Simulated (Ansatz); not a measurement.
# W2N monolayer: the cell at rest

Wanted: the relaxed cell of W2N monolayer.

Program: Ansatz 0.2.0. Level of theory: DFT PBEsol, scalar-relativistic, plane waves, PAW; PAW set soft_1. Results are calculated unless marked as measured.

## (1) The starting structure

The cell holds 3 atoms: 1 N and 2 W. Cell: a = 2.900 Å, b = 2.900 Å, c = 20.000 Å, α = 90.0°, β = 90.0°, γ = 120.0°. It derives from W2N. Vacuum lies along c.

## (2) A coarse first look

First a cheap look: the gap decides the mesh and the occupations, the pressure tells how far the cell has to move.

The program solves this slab on a cell height of its own, 28.6 Å, in place of the one typed.

input.yaml

```yaml
crystal:
  lattice:
    - [2.9, 0.0, 0.0]
    - [-1.45, 2.51147, 0.0]
    - [0.0, 0.0, 20.0]
  atoms:
    - { symbol: "N", position: [0.0, 0.0, 0.5] }
    - { symbol: W, position: [0.333333, 0.666667, 0.56] }
    - { symbol: W, position: [0.666667, 0.333333, 0.44] }
  periodic: [true, true, false]
kpoints:
  mp_grid: { grid: [9, 9, 1] }
hamiltonian:
  xc: pbesol
  pseudopotentials: { kind: paw, azcp: { folder: soft_1 }, xc_functional: pbe }
scf:
  occupations: { method: gaussian, width: 0.1 }
output:
  forces: true
  stress: true
  eigenvalues: true
```

Started as:

```sh
$ ansatz run input.yaml --threads 4 --pin off --max-ram 16384MiB --backend cpu --events-out ev --progress --plain --runs-dir out
```

Numbers of over 12 decimals in the logs are rounded to 6 here.

Output:

```text
[...]
--- Band table (eV; the first three rows and the last of 12) ---
  k-point 0: bands = [... 13 lower, -7.1554, -6.9353, -6.9353, -6.6588, -4.9282, -4.9282, -4.7794, -4.1873]
  k-point 1: bands = [... 13 lower, -7.7050, -7.1770, -6.7102, -6.5744, -5.2716, -5.1288, -4.4930, -3.6933]
  k-point 2: bands = [... 13 lower, -7.8918, -7.6534, -5.9790, -5.6644, -5.1550, -4.7103, -4.3169, -3.2064]
  k-point 11: bands = [... 13 lower, -7.5238, -7.5238, -6.2151, -4.2622, -4.2622, -3.2599, -3.2599, -0.7471]
[key lines of the parts left out:]
SCF converged after 9 iterations
Free energy (F): -20890.427711 eV
Fermi energy:    -5.261880 eV
P = ½ c Tr σ = -1.3182 N/m
```

Run time: 2 s. Hardware: 4 threads of Arm Neoverse V1, shared host; peak memory 0.47 GiB.

This run has no spin polarisation although its electron count is odd.

This step gave:

```
gap on the k-mesh : 0 eV
area per atom     : 2.428 Å²
```

The coarse mesh shows no gap.

## (3) Rough relaxation

A rough relaxation comes first, because large forces or stress need no tight tolerances yet.

The program solves this slab on a cell height of its own, 28.6 Å, in place of the one typed.

Changes to input.yaml since step 2:

```diff
@@ -21 +21,6 @@
   eigenvalues: true
+relax:
+  adjacent_minimum: "off"
+  f_tol: 0.05
+  max_steps: 80
+  cell: { stress_2d_tol: 0.02 }
```

Output:

```text
[...]
Crystal: 3 atoms, lattice volume = 208.301 Å³
Basis set: ecut = 420 eV, 4067 PW (Γ), exchange–correlation on 40×40×384 points (8 copies of the dense FFT grid, shifted against one another)
Bands: 21, of which v1, the nominal top of the filled ones, is band 17 counted from 1 (16 counted from 0)
Symmetry: 12 space group operations
[...]
F+E_penalty+E_count = -20890.93675727 eV   max|allowed force component| = 4.622e-5 eV/Å   (the final SCF, on the basis selected at the relaxed cell)
  cell:  # Å, volume = 188.8296 Å³
    - [2.761129, 0, 0]
    - [-1.380565, 2.391208, 0]
    - [0, 0, 28.6]
  atoms:
    - { symbol: N, position: [0, 0, 0.349650] }
    - { symbol: W, position: [0.333333, 0.666667, 0.399686] }
    - { symbol: W, position: [0.666667, 0.333333, 0.299615] }
[key lines of the parts left out:]
SCF converged after 5 iterations
Free energy (F): -20890.936757 eV
Fermi energy:    -5.475957 eV
P = ½ c Tr σ = -0.0005 N/m
```

Elapsed: 11 s, on 4 threads; peak memory 0.47 GiB; 39 s of CPU time.

Step by step:

| step | energy less that of the first step (eV) | largest force component (eV/Å) | volume (Å³) |
| --- | --- | --- | --- |
| 1 | 0.0000 | 2.1049 | 208.30 |
| 2 | -0.4468 | 1.0352 | 191.65 |
| 3 | -0.4899 | 0.5601 | 189.83 |
| 4 | -0.5101 | 0.0154 | 187.38 |
| 5 | -0.5116 | 0.0321 | 189.38 |
| 6 | -0.5120 | 0.0015 | 188.90 |
| 7* | -0.5090 | 0.0019 | 188.90 |
| 8 | -0.5091 | 0.0000 | 188.83 |
| 9* | -0.5090 | 0.0000 | 188.83 |

Relaxation steps marked * repeat the geometry before them on a plane-wave basis chosen anew for their cell, so energy and pressure can jump there.

The run keeps the 12 symmetry operations that it works with, so distortions that break them were not tested.

| cell as run | before | after | change |
| --- | --- | --- | --- |
| a (Å) | 2.900 | 2.761 | -4.8 % |
| b (Å) | 2.900 | 2.761 | -4.8 % |

The atoms that moved most (Å, along periodic axes as changes of fractional coordinates times the final cell, across vacuum about the mean position):

| atom | dx | dy | dz | length |
| --- | --- | --- | --- | --- |
| W2 | 0.000 | 0.000 | 0.231 | 0.231 |
| W3 | 0.000 | 0.000 | -0.231 | 0.231 |

Final coordinates:

```xyz
3
Lattice="2.7611 0.0000 0.0000 -1.3806 2.3912 0.0000 0.0000 0.0000 28.6000" Properties=species:S:1:pos:R:3
N     0.0000    0.0000   10.0000
W     0.0000    1.5941   11.4310
W     1.3806    0.7971    8.5690
```

Numbers from this step:

| Quantity | Value |
| --- | --- |
| area per atom | 2.201 Å² |

The relaxation ends with a largest force component of 4.6e-5 eV/Å.

## (4) Relaxation

Harmonic phonons are second derivatives at a point where the forces vanish, and they are wanted at zero stress, so atoms and cell are relaxed first.

input.yaml

```yaml
crystal:
  lattice:
    - [2.7611293106, 0.0, 0.0]
    - [-1.3805646553, 2.3912081261, 0.0]
    - [0.0, 0.0, 28.6]
  atoms:
    - { symbol: "N", position: [0.0, 0.0, 0.3496503497] }
    - { symbol: W, position: [0.3333333333, 0.6666666667, 0.3996857269] }
    - { symbol: W, position: [0.6666666667, 0.3333333333, 0.2996149724] }
  periodic: [true, true, false]
kpoints:
  mp_grid: { grid: [18, 18, 1] }
hamiltonian:
  xc: pbesol
  pseudopotentials: { kind: paw, azcp: { folder: soft_1 }, xc_functional: pbe }
scf:
  occupations: { method: gaussian, width: 0.1 }
output:
  forces: true
  stress: true
  eigenvalues: true
  write_density: true
  write_potential: true
  elf: true
  volumetric_format: npy
relax:
  adjacent_minimum: "off"
  f_tol: 0.005
  max_steps: 80
  cell: { stress_2d_tol: 0.02 }
```

Output:

```text
[...]
Crystal: 3 atoms, lattice volume = 188.830 Å³
Basis set: ecut = 420 eV, 3677 PW (Γ), exchange–correlation on 40×40×384 points (8 copies of the dense FFT grid, shifted against one another)
Bands: 21, of which v1, the nominal top of the filled ones, is band 17 counted from 1 (16 counted from 0)
Symmetry: 12 space group operations
[...]
k-points: 37 of 324
[...]
SCF iter   1: F=—  HF=-20892.718038 eV  |F-HF|=—  |Δ(HF+E_count)|=         —  Δρ=5.31e-2  dr2=7.23e0  ethr=3.10e-3  ⟨swp⟩=12.7  Hψ=6737  notcnv=0
[...]
SCF iter  11: F=-20890.924504 eV  HF=-20890.924504 eV  |F-HF|=2.62e-10  |Δ(HF+E_count)|=   3.40e-9  Δρ=1.52e-7  dr2=4.24e-11  ethr=1.70e-12  ⟨swp⟩=11.1  Hψ=6995  notcnv=0
SCF 1 converged in 11 iterations: F = -20890.924504 eV  dr2 = 4.24e-11
[...]
relax step   1: F+E_penalty+E_count = -20890.92450366 eV  Δ(F+E_penalty+E_count) = +0.000e0 eV  max|allowed force component| = 5.065e-2 eV/Å  Δτ_max = 0.0000 Å  P = -0.140 N/m  Ω = 188.830 Å³  fix = [c, alpha, beta]  reactions: c +0.000 N/m  (11 SCF iters, dr2 threshold 1.00e-7 eV, accepted)
Crystal: 3 atoms, lattice volume = 188.301 Å³
[...]
SCF iter   5: F=-20890.925011 eV  HF=-20890.925011 eV  |F-HF|=9.82e-9  |Δ(HF+E_count)|=   8.01e-8  Δρ=3.15e-6  dr2=2.67e-8  ethr=4.86e-10  ⟨swp⟩=22.6  Hψ=9579  notcnv=0
SCF 2 converged in 5 iterations: F = -20890.925011 eV  dr2 = 2.67e-8
relax step   2: F+E_penalty+E_count = -20890.92501057 eV  Δ(F+E_penalty+E_count) = -5.069e-4 eV  max|allowed force component| = 2.951e-2 eV/Å  Δτ_max = 0.0048 Å  P = +0.180 N/m  Ω = 188.301 Å³  energy of the carried Pulay correction = +1.413e-4 eV  fix = [c, alpha, beta]  reactions: c +0.000 N/m  (5 SCF iters, dr2 threshold 1.60e-7 eV, accepted)
Crystal: 3 atoms, lattice volume = 188.455 Å³
[...]
SCF iter   5: F=-20890.924858 eV  HF=-20890.924858 eV  |F-HF|=2.07e-8  |Δ(HF+E_count)|=   1.62e-7  Δρ=1.85e-6  dr2=5.65e-9  ethr=1.65e-10  ⟨swp⟩=21.6  Hψ=9389  notcnv=0
SCF 3 converged in 5 iterations: F = -20890.924858 eV  dr2 = 5.65e-9
relax step   3: F+E_penalty+E_count = -20890.92485767 eV  Δ(F+E_penalty+E_count) = +1.529e-4 eV  max|allowed force component| = 4.741e-2 eV/Å  Δτ_max = 0.0043 Å  P = -0.381 N/m  Ω = 188.455 Å³  energy of the carried Pulay correction = +9.999e-5 eV  fix = [c, alpha, beta]  (5 SCF iters, dr2 threshold 5.44e-8 eV, rejected (line search))
[...]
relax step   4: F+E_penalty+E_count = -20890.92506648 eV  Δ(F+E_penalty+E_count) = -5.591e-5 eV  max|allowed force component| = 3.896e-6 eV/Å  Δτ_max = 0.0019 Å  P = +0.000 N/m  Ω = 188.317 Å³  energy of the carried Pulay correction = +1.369e-4 eV  fix = [c, alpha, beta]  reactions: c +0.000 N/m  (8 SCF iters, accepted)
[...]
SCF iter   5: F=-20890.924937 eV  HF=-20890.924937 eV  |F-HF|=7.64e-11  |Δ(HF+E_count)|=  1.46e-11  Δρ=1.87e-8  dr2=2.22e-12  ethr=1.00e-12  ⟨swp⟩=15.3  Hψ=6897  notcnv=0
SCF 5 converged in 5 iterations: F = -20890.924937 eV  dr2 = 2.22e-12
relax step   5: F+E_penalty+E_count = -20890.92493735 eV  Δ(F+E_penalty+E_count) = +1.291e-4 eV  max|allowed force component| = 6.406e-7 eV/Å  Δτ_max = 0.0000 Å  P = -0.003 N/m  Ω = 188.317 Å³  fix = [c, alpha, beta]  reactions: c -0.000 N/m  stress off target by 2.77e-3 N/m on what of the cell is left free  SCF on the basis re-selected at this cell (its energy is not comparable with the rows above)  (5 SCF iters)
[...]
SCF converged after 5 iterations
Free energy (F): -20890.924937 eV
[...]
Internal energy: -20890.914621 eV  (E = F + TS)
E sigma→0 (E₀):  -20890.919779 eV
Entropy (-TS):   -0.010316 eV (-3.439 meV/atom)
Fermi energy:    -5.418845 eV
[...]
--- 2D stress c σ (N/m, compression-positive) ---
       -0.002767       0.000000       0.000000
        0.000000      -0.002767      -0.000000
        0.000000      -0.000000      -0.000000
  P = ½ c Tr σ = -0.0028 N/m
--- Band table (eV; the first three rows and the last of 37) ---
  k-point 0: bands = [... 13 lower, -6.8731, -6.7059, -6.5408, -6.4912, -6.4912, -4.7087, -4.7087, -3.7260]
  k-point 1: bands = [... 13 lower, -7.1082, -6.7779, -6.7272, -6.3670, -6.1509, -4.8681, -4.7476, -3.6384]
  k-point 2: bands = [... 13 lower, -7.7142, -6.9342, -6.5994, -5.9990, -5.9358, -5.1088, -4.7592, -3.4801]
  k-point 36: bands = [... 13 lower, -7.0629, -7.0629, -6.7935, -4.7212, -4.7212, -3.0506, -3.0506, -2.2081]
--- Relaxed structure (4 steps of the walk, 3 accepted, 1 SCFs on fresh bases) ---
[...]
cell:  # Å, volume = 188.3174 Å³
    - [2.757382, 0.0, 0]
    - [-1.378691, 2.387963, 0]
    - [0, 0, 28.6]
  atoms:
    - { symbol: N, position: [0, 0.0, 0.349650] }
    - { symbol: W, position: [0.333333, 0.666667, 0.399921] }
    - { symbol: W, position: [0.666667, 0.333333, 0.299380] }
```

Wall time 16 s (4 threads); peak memory 0.55 GiB; 59 s of CPU time.

Step by step:

| step | energy less that of the first step (eV) | largest force component (eV/Å) | volume (Å³) |
| --- | --- | --- | --- |
| 1 | 0.0000 | 0.0507 | 188.83 |
| 2 | -0.0005 | 0.0295 | 188.30 |
| 3 | -0.0004 | 0.0474 | 188.46 |
| 4 | -0.0006 | 0.0000 | 188.32 |
| 5* | -0.0004 | 0.0000 | 188.32 |

Relaxation steps marked * repeat the geometry before them on a plane-wave basis chosen anew for their cell, so energy and pressure can jump there. Relaxation step 3 was tried and not accepted.

Forces are held to the 12 operations that the run works with; a distortion that breaks them can't arise in this run.

| cell as run | before | after | change |
| --- | --- | --- | --- |
| a (Å) | 2.761 | 2.757 | -0.1 % |
| b (Å) | 2.761 | 2.757 | -0.1 % |

Final coordinates:

```xyz
3
Lattice="2.7574 0.0000 0.0000 -1.3787 2.3880 0.0000 0.0000 0.0000 28.6000" Properties=species:S:1:pos:R:3
N     0.0000    0.0000   10.0000
W     0.0000    1.5920   11.4377
W     1.3787    0.7960    8.5623
```

This step gave:

```
area per atom : 2.195 Å²
```

Valence density in the ac plane at fractional y = 0.333, with atoms of W within 0.2 Å of it. It is the smooth field of the valence electrons, not physical close to the nuclei.

Values in e/Å³, 24 rows by 14 columns, each cell a mean:
```
0.0 0.0 0.0 0.0 0.0 0.0 0.0 0.0 0.0 0.0 0.0 0.0 0.0 0.0
0.0 0.0 0.0 0.0 0.0 0.0 0.0 0.0 0.0 0.0 0.0 0.0 0.0 0.0
0.0 0.0 0.0 0.0 0.0 0.0 0.0 0.0 0.0 0.0 0.0 0.0 0.0 0.0
0.0 0.0 0.0 0.0 0.0 0.0 0.0 0.0 0.0 0.0 0.0 0.0 0.0 0.0
0.0 0.0 0.0 0.0 0.0 0.0 0.0 0.0 0.0 0.0 0.0 0.0 0.0 0.0
0.0 0.0 0.0 0.0 0.0 0.0 0.0 0.0 0.0 0.0 0.0 0.0 0.0 0.0
0.0 0.0 0.0 0.0 0.0 0.0 0.0 0.0 0.0 0.0 0.0 0.0 0.0 0.0
0.0 0.0 0.0 0.0 0.0 0.0 0.0 0.0 0.0 0.0 0.0 0.0 0.0 0.0
0.0 0.0 0.0 0.0 0.0 0.0 0.0 0.0 0.0 0.0 0.0 0.0 0.0 0.0
0.0 0.0 0.0 0.0 0.0 0.0 0.0 0.0 0.0 0.0 0.0 0.0 0.0 0.0
0.0 0.0 0.0 0.0 0.0 0.0 0.0 0.0 0.0 0.0 0.0 0.0 0.0 0.0
0.0 0.0 0.0 0.0 0.0 0.0 0.0 0.0 0.0 0.0 0.0 0.0 0.0 0.0
0.0 0.0 0.0 0.0 0.0 0.0 0.0 0.0 0.0 0.0 0.0 0.0 0.0 0.0
0.3 0.3 0.4 0.4 0.3 0.3 0.2 0.2 0.2 0.2 0.2 0.2 0.2 0.2
0.8 1.1 1.3 1.3 1.0 0.7 0.5 0.4 0.3 0.3 0.3 0.3 0.4 0.5
0.5 0.7 0.7 0.7 0.6 0.5 0.4 0.3 0.3 0.3 0.3 0.3 0.3 0.4
0.7 0.5 0.4 0.4 0.5 0.9 2.0 3.6 4.5 4.6 4.6 4.3 3.1 1.6
0.3 0.2 0.2 0.2 0.3 0.4 0.6 1.1 1.6 1.8 1.8 1.4 0.9 0.5
0.0 0.0 0.0 0.0 0.0 0.0 0.0 0.0 0.0 0.0 0.0 0.0 0.0 0.0
0.0 0.0 0.0 0.0 0.0 0.0 0.0 0.0 0.0 0.0 0.0 0.0 0.0 0.0
0.0 0.0 0.0 0.0 0.0 0.0 0.0 0.0 0.0 0.0 0.0 0.0 0.0 0.0
0.0 0.0 0.0 0.0 0.0 0.0 0.0 0.0 0.0 0.0 0.0 0.0 0.0 0.0
0.0 0.0 0.0 0.0 0.0 0.0 0.0 0.0 0.0 0.0 0.0 0.0 0.0 0.0
0.0 0.0 0.0 0.0 0.0 0.0 0.0 0.0 0.0 0.0 0.0 0.0 0.0 0.0
```
Columns run along a (2.8 Å), rows up along c (28.6 Å). Atoms in or near the plane, at fractional coordinates: W at (0.67, 0.30).

ELF in the ac plane at fractional y = 0.333, with atoms of W within 0.2 Å of it. It is the smooth field of the valence electrons, not physical close to the nuclei.

Values, 24 rows by 14 columns, each cell a mean:
```
0.00 0.00 0.00 0.00 0.00 0.00 0.00 0.00 0.00 0.00 0.00 0.00 0.00 0.00
0.00 0.00 0.00 0.00 0.00 0.00 0.00 0.00 0.00 0.00 0.00 0.00 0.00 0.00
0.00 0.00 0.00 0.00 0.00 0.00 0.00 0.00 0.00 0.00 0.00 0.00 0.00 0.00
0.00 0.00 0.00 0.00 0.00 0.00 0.00 0.00 0.00 0.00 0.00 0.00 0.00 0.00
0.00 0.00 0.00 0.00 0.00 0.00 0.00 0.00 0.00 0.00 0.00 0.00 0.00 0.00
0.00 0.00 0.00 0.00 0.00 0.00 0.00 0.00 0.00 0.00 0.00 0.00 0.00 0.00
0.00 0.00 0.00 0.00 0.00 0.00 0.00 0.00 0.00 0.00 0.00 0.00 0.00 0.00
0.00 0.00 0.00 0.00 0.00 0.00 0.00 0.00 0.00 0.00 0.00 0.00 0.00 0.00
0.00 0.00 0.00 0.00 0.00 0.00 0.00 0.00 0.00 0.00 0.00 0.00 0.00 0.00
0.00 0.00 0.00 0.00 0.00 0.00 0.00 0.00 0.00 0.00 0.00 0.00 0.00 0.00
0.00 0.00 0.00 0.00 0.00 0.00 0.00 0.00 0.00 0.00 0.00 0.00 0.00 0.00
0.01 0.01 0.01 0.01 0.01 0.01 0.02 0.02 0.02 0.02 0.02 0.02 0.02 0.02
0.17 0.15 0.14 0.14 0.16 0.18 0.21 0.24 0.27 0.29 0.29 0.27 0.24 0.20
0.28 0.27 0.27 0.27 0.28 0.30 0.38 0.49 0.59 0.64 0.63 0.57 0.46 0.35
0.28 0.35 0.39 0.38 0.34 0.28 0.26 0.32 0.42 0.48 0.47 0.39 0.29 0.24
0.46 0.56 0.61 0.60 0.54 0.42 0.28 0.19 0.15 0.15 0.15 0.17 0.23 0.34
0.28 0.26 0.33 0.31 0.24 0.32 0.51 0.60 0.52 0.40 0.43 0.56 0.59 0.45
0.28 0.42 0.53 0.51 0.37 0.26 0.26 0.32 0.38 0.40 0.40 0.36 0.30 0.25
0.18 0.24 0.27 0.26 0.22 0.16 0.11 0.08 0.06 0.05 0.06 0.07 0.09 0.13
0.02 0.02 0.02 0.02 0.02 0.02 0.01 0.01 0.01 0.01 0.01 0.01 0.01 0.01
0.00 0.00 0.00 0.00 0.00 0.00 0.00 0.00 0.00 0.00 0.00 0.00 0.00 0.00
0.00 0.00 0.00 0.00 0.00 0.00 0.00 0.00 0.00 0.00 0.00 0.00 0.00 0.00
0.00 0.00 0.00 0.00 0.00 0.00 0.00 0.00 0.00 0.00 0.00 0.00 0.00 0.00
0.00 0.00 0.00 0.00 0.00 0.00 0.00 0.00 0.00 0.00 0.00 0.00 0.00 0.00
```
Columns run along a (2.8 Å), rows up along c (28.6 Å). Atoms in or near the plane, at fractional coordinates: W at (0.67, 0.30).

(Continued in part 2 of 2.)

[Logs are printed without paths, hosts, clocks, repeated set-up lines and the standing remarks that a program may print on its own settings, such as how far it seeks lower states.]

[Hosts, paths, dates, database ids (printed as entryN), source tags and the programs' standing remarks are cut or masked in the printed files.]
